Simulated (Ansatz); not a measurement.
# ρ(T) of CoSn (P6/mmm) in two numbers

Wanted: a compact model of ρ(T) for CoSn (P6/mmm) and a check of it.

The resistivities were computed with Ansatz 0.2.0 (DFT PBE, scalar-relativistic, plane waves, PAW) from the linearised Boltzmann equation with harmonic phonons, on q 3×3×3, k 9×9×9, scattering 12×12×12; the fit below is done by hand on them.

## Step 1: The data

The structure is hexagonal, space group P6/mmm (No. 191). The conventional cell has a = 5.296 Å, b = 5.296 Å, c = 4.232 Å, α = 90.00°, β = 90.00°, γ = 120.00°. Co on site f has 6 Sn at 2.61 to 2.65 Å and 4 Co at 2.65 Å as nearest neighbours. Sn on site d is surrounded by 6 Co at 2.61 Å. Around Sn on site a lie 6 Co at 2.65 Å.

This is the relaxed cell of the run, from steps not shown here.

The mean resistivity of the three axes from 50 to 800 K, with one row held back; the colder rows stay outside the fit and test it at the end:

| T (K) | ρ (μΩ cm) |
| --- | --- |
| 50 | 1.862 |
| 80 | 6.239 |
| 100 | ? |
| 150 | 18.03 |
| 200 | 26.07 |
| 273 | 37.32 |
| 300 | 41.40 |
| 400 | 56.29 |
| 500 | 70.94 |
| 600 | 85.34 |
| 800 | 113.6 |

The resistivity is not converged: the component that moves most changes by 14 % between the two finest meshes at 300 K.

## Step 2: The fit

Bloch and Grüneisen's form is ρ(T) = A (T/Θ)⁵ J₅(Θ/T), with J₅(z) the integral of x⁵/((eˣ − 1)(1 − e⁻ˣ)) from 0 to z. It goes as T⁵ far below Θ and as A T/(4Θ) far above. For a trial Θ the best A is the geometric mean of ρ/[(T/Θ)⁵ J₅] over the rows, and the scatter of that ratio measures the fit:

| Θ (K) | A (μΩ cm) | scatter (%) |
| --- | --- | --- |
| 168 | 83.85 | 23.9 |
| 224 | 119.6 | 12.6 |
| 252 | 139.8 | 6.3 |
| 280 | 161.8 | 0.5 |
| 308 | 185.8 | 6.9 |
| 350 | 225.8 | 17.1 |
| 420 | 304.8 | 34.2 |

The scatter is least at Θ = 280 K, with A = 161.8 μΩ cm (0.5 % r.m.s.).

| T (K) | computed | fit |
| --- | --- | --- |
| 50 | 1.862 | 1.848 |
| 80 | 6.239 | 6.274 |
| 150 | 18.03 | 17.97 |
| 200 | 26.07 | 25.97 |
| 273 | 37.32 | 37.23 |
| 300 | 41.40 | 41.31 |
| 400 | 56.29 | 56.25 |
| 500 | 70.94 | 71.00 |
| 600 | 85.34 | 85.65 |
| 800 | 113.6 | 114.8 |

## Step 3: The row held back

At T = 100 K, Θ/T = 2.800, J₅ = 10.24 and (T/Θ)⁵ = 0.005810, so the fit gives 9.631 μΩ cm. The computed value is 9.610 μΩ cm: the fit is off by +0.22 %. Outside its range, at 20 K, it gives 0.0372 against 0.0361 μΩ cm computed, 1.03 times that; at that temperature the run's own test moves by 14 % between meshes in the component that moves most. Among the rows used, the largest miss is +1.1 %, at 800 K.

## Step 4: What the two numbers mean

Θ = 280 K is 1.46 times ħω_log/k_B (192 K) and 0.69 of the highest phonon frequency (408 K). The high-temperature slope of the fit, A/(4Θ), is 0.144 μΩ cm/K. The same slope from the run's transport coupling and plasma energy, 2π k_B λ_tr/(ħ ε₀ ω_p²) with λ_tr = 0.185, 0.185, 0.167 (xx, yy, zz) and ħω_p = 1.82, 1.82, 6.86 (xx, yy, zz) eV, is 0.154 μΩ cm/K in the mean of the axes, +6.5 % from it. For comparison, the computed rows rise by 0.141 μΩ cm/K between the two hottest.

## Step 5: Results

| Item | Value |
| --- | --- |
| Θ | 280 K |
| A | 161.8 μΩ cm |
| scatter of the fit | 0.5 % |
| held-back row at 100 K, fit against computed | 9.631 against 9.610 μΩ cm |

What this shows: Two numbers, Θ = 280 K and A = 162 μΩ cm, hold the computed ρ(T) from 50 to 800 K within 0.51 % r.m.s. and predict the held-back row within 0.22 %. By the run's own test the resistivity at 300 K moves by 14 % between its two finest scattering meshes, in the component that moves most. The mean hides an anisotropy: at 300 K the components are 60.1, 60.1, 4.09 (xx, yy, zz) μΩ cm. The relaxed volume lies +3.0 % from the database entry, whose temperature is not recorded here; volume shifts the phonons and ρ. The fit describes the calculation: impurities, thermal expansion, changes of phase and anharmonicity are in neither.

[Hosts, paths, dates, database ids (printed as entryN), source tags and the programs' standing remarks are cut or masked in the printed files.]
